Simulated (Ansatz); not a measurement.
**Lattice dynamics of (MgO)2(LiF)2 [001] superlattice, started as rocksalt type**

Wanted: vibrations and spectra of (MgO)2(LiF)2 [001] superlattice, started as rocksalt type; the cell is already relaxed.

Main program and level: Ansatz 0.2.0; DFT LDA, scalar-relativistic, plane waves, PAW.

The structure was built from a prototype and need not be the compound's stable phase.

## 1. Set-up

It takes space group P4/nmm (No. 129, tetragonal). Conventional cell: a = 2.887 Å, b = 2.887 Å, c = 8.059 Å, α = 90.00°, β = 90.00°, γ = 90.00°. Nearest to F lie 5 Li at 1.93 to 2.04 Å and 1 Mg at 2.06 Å. Li has 5 F at 1.93 to 2.04 Å and 1 O at 1.97 Å nearest. Nearest to Mg lie 5 O at 2.04 to 2.10 Å and 1 F at 2.06 Å. O has 1 Li at 1.97 Å and 5 Mg at 2.04 to 2.10 Å nearest. Farther neighbours and most contacts between anions are not listed.

## 2. Linear response at the zone centre

The cell comes from relaxations at this level that are not shown. The zone centre is the only wavevector solved here; it holds the modes that light can see, as far as symmetry allows. The response to a homogeneous field gives the Born charges and the dielectric tensor, and its change with displacement the Raman tensors.

input.yaml reads:

```yaml
crystal:
  lattice:
    - [2.0414373566, 2.0414373566, 0.0]
    - [-2.0414373566, 2.0414373566, 0.0]
    - [0.0, 0.0, 8.0589599779]
  atoms:
    - { symbol: F, position: [0.5, 0.5, 0.5087918372] }
    - { symbol: F, position: [0.0, 0.0, 0.7412081628] }
    - { symbol: Li, position: [0.0, 0.0, 0.5021556656] }
    - { symbol: Li, position: [0.5, 0.5, 0.7478443344] }
    - { symbol: Mg, position: [0.0, 0.0, -0.0035054126] }
    - { symbol: Mg, position: [0.5, 0.5, 0.2535054126] }
    - { symbol: O, position: [0.5, 0.5, -0.0070899883] }
    - { symbol: O, position: [0.0, 0.0, 0.2570899883] }
kpoints:
  mp_grid: { grid: [8, 8, 4] }
hamiltonian:
  xc: lda
scf:
  occupations: { method: fixed }
output:
  eigenvalues: true
phonons:
  method: dfpt
  dielectric: true
  rigid_motions: translations
  raman: true
```

Command:

```sh
> ansatz run input.yaml --threads 4 --pin off --max-ram 14336MiB --backend cpu --events-out ev --progress --plain --runs-dir out
```

Numbers of over 12 decimals in the logs are rounded to 6 here.

Log:

```text
Engine: ansatz 0.2.0, aarch64-unknown-linux-gnu
Pseudopotentials: kind: paw
Pseudopotential: F, paw, valence charge 7, recommended cutoff 420 eV (normal), F.paw.azcp
Pseudopotential: Li, paw, valence charge 3, recommended cutoff 420 eV (normal), Li.paw.azcp
Pseudopotential: Mg, paw, valence charge 10, recommended cutoff 420 eV (normal), Mg.paw.azcp
Pseudopotential: O, paw, valence charge 6, recommended cutoff 420 eV (normal), O.paw.azcp
Functional definition: SPW92
  exchange = slater_x
  correlation = pw_c
Crystal: 8 atoms, lattice volume = 67.171 Å³
Basis set: ecut = 420 eV, 1295 PW (Γ), exchange–correlation on 40×40×120 points (8 copies of the dense FFT grid, shifted against one another)
Bands: 34, of which v1, the nominal top of the filled ones, is band 26 counted from 1 (25 counted from 0)
Symmetry: 16 space group operations
k-points: 78 of 256 (irreducible under 2 space group operations, time reversal used)
Non-local potential: F, projectors of the file, l = 0: 2, l = 1: 2, l = 2: 1
Non-local potential: Li, projectors of the file, l = 0: 3, l = 1: 2, l = 2: 1
Non-local potential: Mg, projectors of the file, l = 0: 3, l = 1: 2, l = 2: 1
Non-local potential: O, projectors of the file, l = 0: 2, l = 1: 2, l = 2: 1
PAW form: soft (Blöchl's): semilocal exchange-correlation on the pseudo side does not see the compensation charge
PAW frozen core: F, regenerated for the run's functional, and the local potential with it (the file was generated under x = pbe(κ = 0.804, μ = 0.219515), c = pbe(β = 0.066725))
PAW frozen core: Mg, regenerated for the run's functional, and the local potential with it (the file was generated under x = pbe(κ = 0.804, μ = 0.219515), c = pbe(β = 0.066725))
PAW frozen core: O, regenerated for the run's functional, and the local potential with it (the file was generated under x = pbe(κ = 0.804, μ = 0.219515), c = pbe(β = 0.066725))
PAW one-centre angular grid: F, 110 points (default); XC on 64 Gauss nodes
PAW one-centre angular grid: Li, 110 points (default); XC on 64 Gauss nodes
PAW one-centre angular grid: Mg, 110 points (default); XC on 64 Gauss nodes
PAW one-centre angular grid: O, 110 points (default); XC on 64 Gauss nodes
Initial density: superposition of atomic densities (neutral atoms: chi_scale 0, normalization atom), corrected by the library's trained network
Initial wavefunctions: pseudopotential atomic-orbital guess
Functional: x = slater, c = lda
SCF iter   1: F=—  HF=-6917.368874 eV  |F-HF|=—  |Δ(HF+E_count)|=         —  Δρ=2.07e-2  dr2=2.21e-1  ethr=1.77e-3  ⟨swp⟩=4.9  Hψ=10487  notcnv=0  defer=451
preconditioner: auto → Resta (q_TF=auto, 2.614 Å⁻¹)  ε∞=3.1  [insulator: Δε(μ)=5.514 eV  Ē_g=17.884 eV  n_scr=18 (ndim 8)  ℏωp=25.6 eV  f_vac=0.000  ε∞_Penn≈3.1]
SCF iter   2: F=—  HF=-6917.289376 eV  |F-HF|=—  |Δ(HF+E_count)|=   7.95e-2  Δρ=5.30e-3  dr2=8.08e-3  ethr=4.25e-4  ⟨swp⟩=2.2  Hψ=4287  notcnv=0  defer=456
SCF iter   3: F=—  HF=-6917.284725 eV  |F-HF|=—  |Δ(HF+E_count)|=   4.65e-3  Δρ=2.12e-3  dr2=2.43e-3  ethr=1.55e-5  ⟨swp⟩=2.0  Hψ=4460  notcnv=0  defer=468
SCF iter   4: F=—  HF=-6917.283781 eV  |F-HF|=—  |Δ(HF+E_count)|=   9.45e-4  Δρ=4.73e-4  dr2=1.27e-4  ethr=4.68e-6  ⟨swp⟩=2.0  Hψ=4460  notcnv=0  defer=468
SCF iter   5: F=—  HF=-6917.283745 eV  |F-HF|=—  |Δ(HF+E_count)|=   3.60e-5  Δρ=8.50e-5  dr2=5.76e-6  ethr=2.44e-7  ⟨swp⟩=2.7  Hψ=4038  notcnv=0  defer=374
SCF iter   6: F=—  HF=-6917.283742 eV  |F-HF|=—  |Δ(HF+E_count)|=   2.04e-6  Δρ=4.79e-5  dr2=9.55e-7  ethr=1.11e-8  ⟨swp⟩=2.0  Hψ=3305  notcnv=0  defer=231
SCF iter   7: F=—  HF=-6917.283743 eV  |F-HF|=—  |Δ(HF+E_count)|=   8.16e-7  Δρ=2.24e-5  dr2=2.33e-7  ethr=1.84e-9  ⟨swp⟩=2.0  Hψ=3817  notcnv=0  defer=220
SCF iter   8: F=—  HF=-6917.283743 eV  |F-HF|=—  |Δ(HF+E_count)|=   6.34e-8  Δρ=4.81e-6  dr2=1.17e-8  ethr=4.49e-10  ⟨swp⟩=2.0  Hψ=3368  notcnv=0  defer=220
[...]
site 1:
        -1.06910    0.00000    0.00000
         0.00000   -1.06910    0.00000
[...]
site 2:
[...]
site 3:
[...]
site 4:
[...]
site 5:
[...]
site 6:
[...]
0.00000   -1.93268    0.00000
        -0.00000    0.00000   -1.53019
    site 7:
        -1.93268    0.00000   -0.00000
        -0.00000   -1.93268    0.00000
        -0.00000    0.00000   -1.53019
  Z* charge neutrality: 4.376e-3 e pre-enforcement
  solved inside a basis spanned on kpoints, on 8×8×4 k-points: ε∞ is read to err by 6.7e-3, Z* by 1.1e-2 e (field_mesh: kpoints solves on kpoints); Z* is corrected for what the basis lacks
  Raman tensors (in the event stream and the table raman_tensors.tsv): an entry may err by 8.5e-2 Å², one of the second-order susceptibility by 4.4e-20 pm/V (basis, points and sum rule); their sum over the sites missed zero by 1.110e-16 Å² ahead of its enforcement
  optical modes at Γ without the LO–TO term, one row a degenerate level:
      ω (cm⁻¹)  modes    IR ((D/Å)²/amu)  static Raman (Å⁴/amu)  depolarisation
        191.03      2             5.1690                 0.0000               —
        202.47      2             0.0000                 0.0520           0.750
        250.24      2             0.0000                 0.0431           0.750
        251.51      2            15.8248                 0.0000               —
        293.90      2             0.0000                 0.0254           0.750
        305.01      1             3.3607                 0.0000               —
        307.81      1             0.0000                 2.0736           0.015
        405.77      1            22.6203                 0.0000               —
        435.14      1             0.0000                 0.0096           0.175
        472.10      2            35.0418                 0.0000               —
        488.67      1             0.0000                 0.2713           0.021
        491.71      2             0.0000                 0.0959           0.750
        596.56      1             0.0055                 0.0000               —
        603.59      1             0.0000                 0.2292           0.149
  optical modes at Γ + LO–TO along q̂ = [1.0000, 0.0000, 0.0000]:
      ω (cm⁻¹)  modes    IR ((D/Å)²/amu)  static Raman (Å⁴/amu)  depolarisation
        191.03      1             2.5845                 0.0000               —
        202.47      2             0.0000                 0.0520           0.750
        203.16      1             0.0543                 0.0000               —
        250.24      2             0.0000                 0.0431           0.750
        251.51      1             7.9124                 0.0000               —
        293.90      2             0.0000                 0.0254           0.750
        305.01      1             3.3607                 0.0000               —
        307.81      1             0.0000                 2.0736           0.015
        322.75      1             1.0797                 0.0000               —
        405.77      1            22.6203                 0.0000               —
        435.14      1             0.0000                 0.0096           0.175
        472.10      1            17.5209                 0.0000               —
        488.67      1             0.0000                 0.2713           0.021
[...]
596.56      1             0.0055                 0.0000               —
[...]
optical modes at Γ + LO–TO along q̂ = [0.0000, 1.0000, 0.0000]:
      ω (cm⁻¹)  modes    IR ((D/Å)²/amu)  static Raman (Å⁴/amu)  depolarisation
[...]
optical modes at Γ + LO–TO along q̂ = [0.0000, 0.0000, 1.0000]:
      ω (cm⁻¹)  modes    IR ((D/Å)²/amu)  static Raman (Å⁴/amu)  depolarisation
[...]
251.51      2            15.8248                 0.0000               —
[...]
307.81      1             0.0000                 2.0736           0.015
        317.43      1             0.1052                 0.0000               —
        435.14      1             0.0000                 0.0096           0.175
        472.10      2            35.0418                 0.0000               —
        488.67      1             0.0000                 0.2713           0.021
        491.71      2             0.0000                 0.0959           0.750
        596.47      1             0.0140                 0.0000               —
        603.59      1             0.0000                 0.2292           0.149
        692.36      1            25.8673                 0.0000               —
[key lines of the parts left out:]
SCF converged after 10 iterations
Free energy (F): -6917.283743 eV
Fermi energy:    6.010467 eV
```

Elapsed: 4.3 min, on 4 threads of Arm Neoverse N1, shared host; peak memory 1.4 GiB; 16 min of CPU time.

Numbers from this step:

* gap on the k-mesh: 5.763 eV
* volume per atom: 8.396 Å³
* sum-rule residual before enforcement: 2.77e-5 eV/Å²
* miss of the charge sum rule: 0.004376 e
* estimated error of the dielectric tensor: 0.006676
* estimated error of the Born charges: 0.01146 e
* point group: 4/mmm
* highest optical mode at the zone centre (no LO-TO term): 603.6 cm⁻¹
* lowest optical zone-centre mode: 191.0 cm⁻¹
* mean high-frequency dielectric constant: 2.631
* largest Born charge (third of the trace): 1.870 e
* mean static dielectric constant: 10.28
* top of the zone-centre spectrum with the field: 714.7 cm⁻¹

Without the LO-TO term. Patterns of degenerate modes are one choice out of their space. The modes at Γ (shares of kinetic energy by element, %):

```csv
mode,frequency (cm⁻¹),symmetry,F %,Li %,Mg %,O %
1,0.0,acoustic,29,10,37,24
2,0.0,acoustic,29,10,37,24
3,0.0,acoustic,29,10,37,24
4,191.0,Eu,67,0,23,10
5,191.0,Eu,67,0,23,10
6,202.5,Eg,56,8,23,13
7,202.5,Eg,56,8,23,13
8,250.2,Eg,42,24,26,8
9,250.2,Eg,42,24,26,8
10,251.5,Eu,4,90,4,2
11,251.5,Eu,4,90,4,2
12,293.9,Eg,2,68,22,8
13,293.9,Eg,2,68,22,8
14,305.0,A2u,57,3,36,4
15,307.8,A1g,43,7,38,12
16,405.8,A2u,2,51,7,40
17,435.1,A1g,44,6,37,13
18,472.1,Eu,0,0,36,64
19,472.1,Eu,0,0,36,64
20,488.7,A1g,6,45,13,36
21,491.7,Eg,0,0,28,71
22,491.7,Eg,0,0,28,71
23,596.6,A2u,13,35,21,31
24,603.6,A1g,7,42,12,39
```

Displacements in mode 4 (191.0 cm⁻¹), the largest set to 1:
```
F1   1.00  0.02  0.00
F2   1.00  0.02  0.00
Li3  0.03  0.00  0.00
Li4  0.03  0.00  0.00
Mg5 -0.52 -0.01  0.00
Mg6 -0.52 -0.01  0.00
O7  -0.41 -0.01  0.00
O8  -0.41 -0.01  0.00
```

Displacements in mode 24 (603.6 cm⁻¹), the largest set to 1:
```
F1   0.00  0.00  0.24
F2   0.00  0.00 -0.24
Li3  0.00  0.00 -1.00
Li4  0.00  0.00  1.00
Mg5  0.00  0.00  0.29
Mg6  0.00  0.00 -0.29
O7   0.00  0.00 -0.64
O8   0.00  0.00  0.64
```

Optical modes at the zone centre, without and with the macroscopic field of the longitudinal modes; each column is sorted by frequency, so a row need not hold one and the same mode. Modes with and without the field, by row:

```csv
rank among optical modes,no field (cm⁻¹),"q along (1, 0, 0) (cm⁻¹)","q along (0, 0, 1) (cm⁻¹)"
1,191,191,191
2,191,202.5,191
3,202.5,202.5,202.5
4,202.5,203.2,202.5
5,250.2,250.2,250.2
6,250.2,250.2,250.2
7,251.5,251.5,251.5
8,251.5,293.9,251.5
9,293.9,293.9,293.9
10,293.9,305,293.9
11,305,307.8,307.8
12,307.8,322.8,317.4
13,405.8,405.8,435.1
14,435.1,435.1,472.1
15,472.1,472.1,472.1
16,472.1,488.7,488.7
17,488.7,491.7,491.7
18,491.7,491.7,491.7
19,491.7,596.6,596.5
20,596.6,603.6,603.6
21,603.6,714.7,692.4
```

Born charge (rows field, columns displacement) (e), principal values of the symmetric part by kind of site:

```csv
atom,atoms with these values,low,middle,high,mean
F1,2,-1.34,-1.07,-1.07,-1.16
Li3,2,1.04,1.04,1.20,1.09
Mg5,2,1.68,1.97,1.97,1.87
O7,2,-1.93,-1.93,-1.53,-1.80
```

In full for Mg5:

```
1.97 0.00 0.00
0.00 1.97 0.00
0.00 0.00 1.68
```

High-frequency dielectric tensor:

```
2.67 0.00 0.00
0.00 2.67 0.00
0.00 0.00 2.56
```

Static dielectric tensor (ions relaxed, fixed cell):

```
11.38  0.00  0.00
 0.00 11.38  0.00
 0.00  0.00  8.07
```

Transverse modes. Lines of the infrared spectrum (strongest = 100):

```csv
position (cm⁻¹),relative intensity
191,15
202,0.0
250,0.0
252,45
294,0.0
305,10
308,0.0
406,65
435,0.0
472,100
489,0.0
492,0.0
597,0.0
604,0.0
```

Activity x (w_L - w)^4 (n + 1)/w, 532 nm, 300 K; modes without the macroscopic field alone. Lines of the Raman spectrum (strongest = 100):

```csv
position (cm⁻¹),relative intensity
191,0.0
202,4.8
250,2.9
252,0.0
294,1.3
305,0.0
308,100
406,0.0
435,0.3
472,0.0
489,6.8
492,2.4
597,0.0
604,4.3
```

Before it was imposed, the acoustic sum rule was missed by 2.8e-5 eV/Å² and the charge sum rule by 0.0044 e. Small misses are needed for a sound result but don't prove that mesh and cutoff are converged. The lowest optical mode is real, 191 cm⁻¹.

## 3. Isotope substitution, element Li, natural mass 6.94 amu

An isotope changes the mass and not the force constants, so no new electronic calculation is needed; the shifts show which modes move this element.

The same force constants with the mass of Li changed from 6.940 to 6.015 u (phonopy, no LO-TO term). Both lists are sorted by frequency; levels can cross, so a row need not hold one and the same mode. Modes under 3 cm⁻¹ are left out. Isotope shifts, by row:

```csv
q,rank,natural mass (cm⁻¹),changed mass (cm⁻¹)
0 0 0,4,191,191
0 0 0,5,191,191
0 0 0,6,202.5,203.4
0 0 0,7,202.5,203.4
0 0 0,8,250.2,253.6
0 0 0,9,250.2,253.6
0 0 0,10,251.5,268.3
0 0 0,11,251.5,268.3
0 0 0,12,293.9,305.7
0 0 0,13,293.9,309.1
0 0 0,14,305,310.1
0 0 0,15,307.8,310.1
0 0 0,16,405.8,419.9
0 0 0,17,435.1,436.5
0 0 0,18,472.1,472.1
0 0 0,19,472.1,472.1
0 0 0,20,488.7,491.7
0 0 0,21,491.7,491.7
0 0 0,22,491.7,502.9
0 0 0,23,596.6,613.6
0 0 0,24,603.6,625.4
```

A mode of this element alone would shift by +7.41 %. The highest zone-centre frequency without the field goes from 603.6 to 625.4 cm⁻¹ (+3.6 %). The product of the frequency ratios over all optical modes at Γ is 1.504; the product rule, (m/m′)^(3k/2) (M′/M)^(3/2) with k = 2 such atoms and M the mass of the cell, gives 1.504.

## 4. Another isotope, element Mg, natural mass 24.305 amu

The same for Mg, from 24.30 to 25.98 u.

The same force constants with the mass of Mg changed from 24.305 to 25.983 u (phonopy, no LO-TO term). Both lists are sorted by frequency; levels can cross, so a row need not hold one and the same mode. Modes under 3 cm⁻¹ are left out. Isotope shifts, by row:

```csv
q,rank,natural mass (cm⁻¹),changed mass (cm⁻¹)
0 0 0,4,191,189.6
0 0 0,5,191,189.6
0 0 0,6,202.5,200.8
0 0 0,7,202.5,200.8
0 0 0,8,250.2,248.1
0 0 0,9,250.2,248.1
0 0 0,10,251.5,251.2
0 0 0,11,251.5,251.2
0 0 0,12,293.9,291.8
0 0 0,13,293.9,291.8
0 0 0,14,305,301.4
0 0 0,15,307.8,303.7
0 0 0,16,405.8,404.9
0 0 0,17,435.1,429.8
0 0 0,18,472.1,466.6
0 0 0,19,472.1,466.6
0 0 0,20,488.7,486.8
0 0 0,21,491.7,487.3
0 0 0,22,491.7,487.3
0 0 0,23,596.6,592.6
0 0 0,24,603.6,601.3
```

A mode of this element alone would shift by -3.28 %. The highest zone-centre frequency without the field goes from 603.6 to 601.3 cm⁻¹ (-0.4 %). The product of the frequency ratios over all optical modes at Γ is 0.850; the product rule, (m/m′)^(3k/2) (M′/M)^(3/2) with k = 2 such atoms and M the mass of the cell, gives 0.850.

## 5. Another isotope, element O, natural mass 15.999 amu

The same for O, from 16.00 to 18.00 u.

A mode of this element alone would shift by -5.72 %. The highest zone-centre frequency without the field goes from 603.6 to 591.6 cm⁻¹ (-2.0 %). The product of the frequency ratios over all optical modes at Γ is 0.734; the product rule, (m/m′)^(3k/2) (M′/M)^(3/2) with k = 2 such atoms and M the mass of the cell, gives 0.734.

## 6. Outcome

| Item | Value |
| --- | --- |
| space group (within 0.01 Å) | P4/nmm |
| volume per atom | 8.40 Å³ |
| gap on the k-mesh | 5.76 eV |
| highest optical mode at the zone centre (no LO-TO term) | 604 cm⁻¹ |
| top of the zone-centre spectrum with the field | 715 cm⁻¹ |
| lowest optical zone-centre mode | 191 cm⁻¹ |
| mean high-frequency dielectric constant | 2.63 |
| mean static dielectric constant | 10.3 |
| largest Born charge (third of the trace) | 1.87 e |
| imaginary modes at Γ (the only wavevector solved) | none |

What this shows: The structure is stable against zone-centre distortions, since no mode there is imaginary; runs at other wavevectors are not part of this account. Without the field, the optical modes at Γ span 191 to 604 cm⁻¹. The dispersion is not part of this account. The highest mode in this list at Γ, 603.6 cm⁻¹, has its largest share on Li (42 % of the kinetic energy). With the macroscopic field of the longitudinal modes the top of the zone-centre spectrum lies at 715 cm⁻¹, against 604 cm⁻¹ without it. Lattice motion raises the mean dielectric constant from 2.631 to 10.28. The strongest infrared line is at 472 cm⁻¹. Averaged over orientations, the strongest Raman line at 532 nm and 300 K is at 308 cm⁻¹. The starting cell was built on a prototype and not taken from a measurement, so the phase need not exist. These are harmonic frequencies at zero temperature: anharmonic shifts, linewidths and thermal expansion are left out.

[Logs are printed without paths, hosts, clocks, repeated set-up lines and the standing remarks that a program may print on its own settings, such as how far it seeks lower states.]

[Hosts, paths, dates, database ids (printed as entryN), source tags and the programs' standing remarks are cut or masked in the printed files.]
